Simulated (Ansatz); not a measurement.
In doubt: one-shot GW on d or f shells is unsure (in some of the runs), so the values of those runs are not to be relied on.

Consider BaSrCeTiO6 (F-43m).

```xyz
10
Lattice="0.0000 4.2146 4.2146 4.2146 0.0000 4.2146 4.2146 4.2146 0.0000" Properties=species:S:1:pos:R:3 pbc="T T T"
Ba    2.1073    2.1073    2.1073
Sr    6.3218    6.3218    6.3218
Ce    0.0000    0.0000    0.0000
Ti    4.2146    4.2146    4.2146
O     2.2293    4.2146    4.2146
O     6.1998    4.2146    4.2146
O     4.2146    4.2146    6.1998
O     4.2146    4.2146    2.2293
O     4.2146    2.2293    4.2146
O     4.2146    6.1998    4.2146
```

The cell and positions are those that the Materials Project relaxed with its own functionals (PBE, PBE+U or r2SCAN), kept fixed. At the settings of the band run the largest force is still 0.06 eV/Å. Spin-orbit coupling is left out unless a run names it.

Gaps computed with Ansatz 0.2.0 without a self-energy: PBEsol 2.16 eV, PBE 2.16 eV, PBE0 4.78 eV and DDH-PBE0 3.98 eV. The mean ε∞ by PBE perturbation theory is 5.74.

Q: Estimate the G0W0@PBE gap with 4×4×4 mesh, 821 empty bands, screening to 180 eV, PAW set soft_1 files.

About 4.55 eV: on its mesh the run moves the gap from 2.16 eV by +2.39 eV. Among the scalar-relativistic levels given, PBE0 is nearest (+0.23 eV). One-shot corrections scale roughly with one over ε∞, here 0.17. Bands and cutoff are finite, so the gap is not at the basis limit. The miss can reach some tenths of an eV and take either sign; the mesh is an error of its own. Empty 4f levels lie among the conduction bands. Their place in the start is unsure; it enters the screening, and the edge itself where they lie low. The runs have no spin polarisation. For a closed low-spin shell that is the natural state; where a d or f shell is open it is a constraint, and the gap is then not the crystal's own. The compound holds f electrons or empty f levels, where one-shot G0W0 is unsure. The many-body steps are scalar-relativistic: spin-orbit coupling is not in them. The program marks a band-edge row as in doubt, so the gap is less sure than its digits.

[Paths, hosts, dates, memory and timing lines, banners, echoed tables and standing remarks are left out of the program output.]

[Logs are printed without paths, hosts, clocks, repeated set-up lines and the standing remarks that a program may print on its own settings, such as how far it seeks lower states.]

[Runs of the session that timed out or met a known fault of the program may be left out.]

[Cells called generated may have been cut or substituted from an entry of the Crystallography Open Database or the Materials Project.]

[Hosts, paths, dates, database ids (printed as entryN), source tags and the programs' standing remarks are cut or masked in the printed files.]
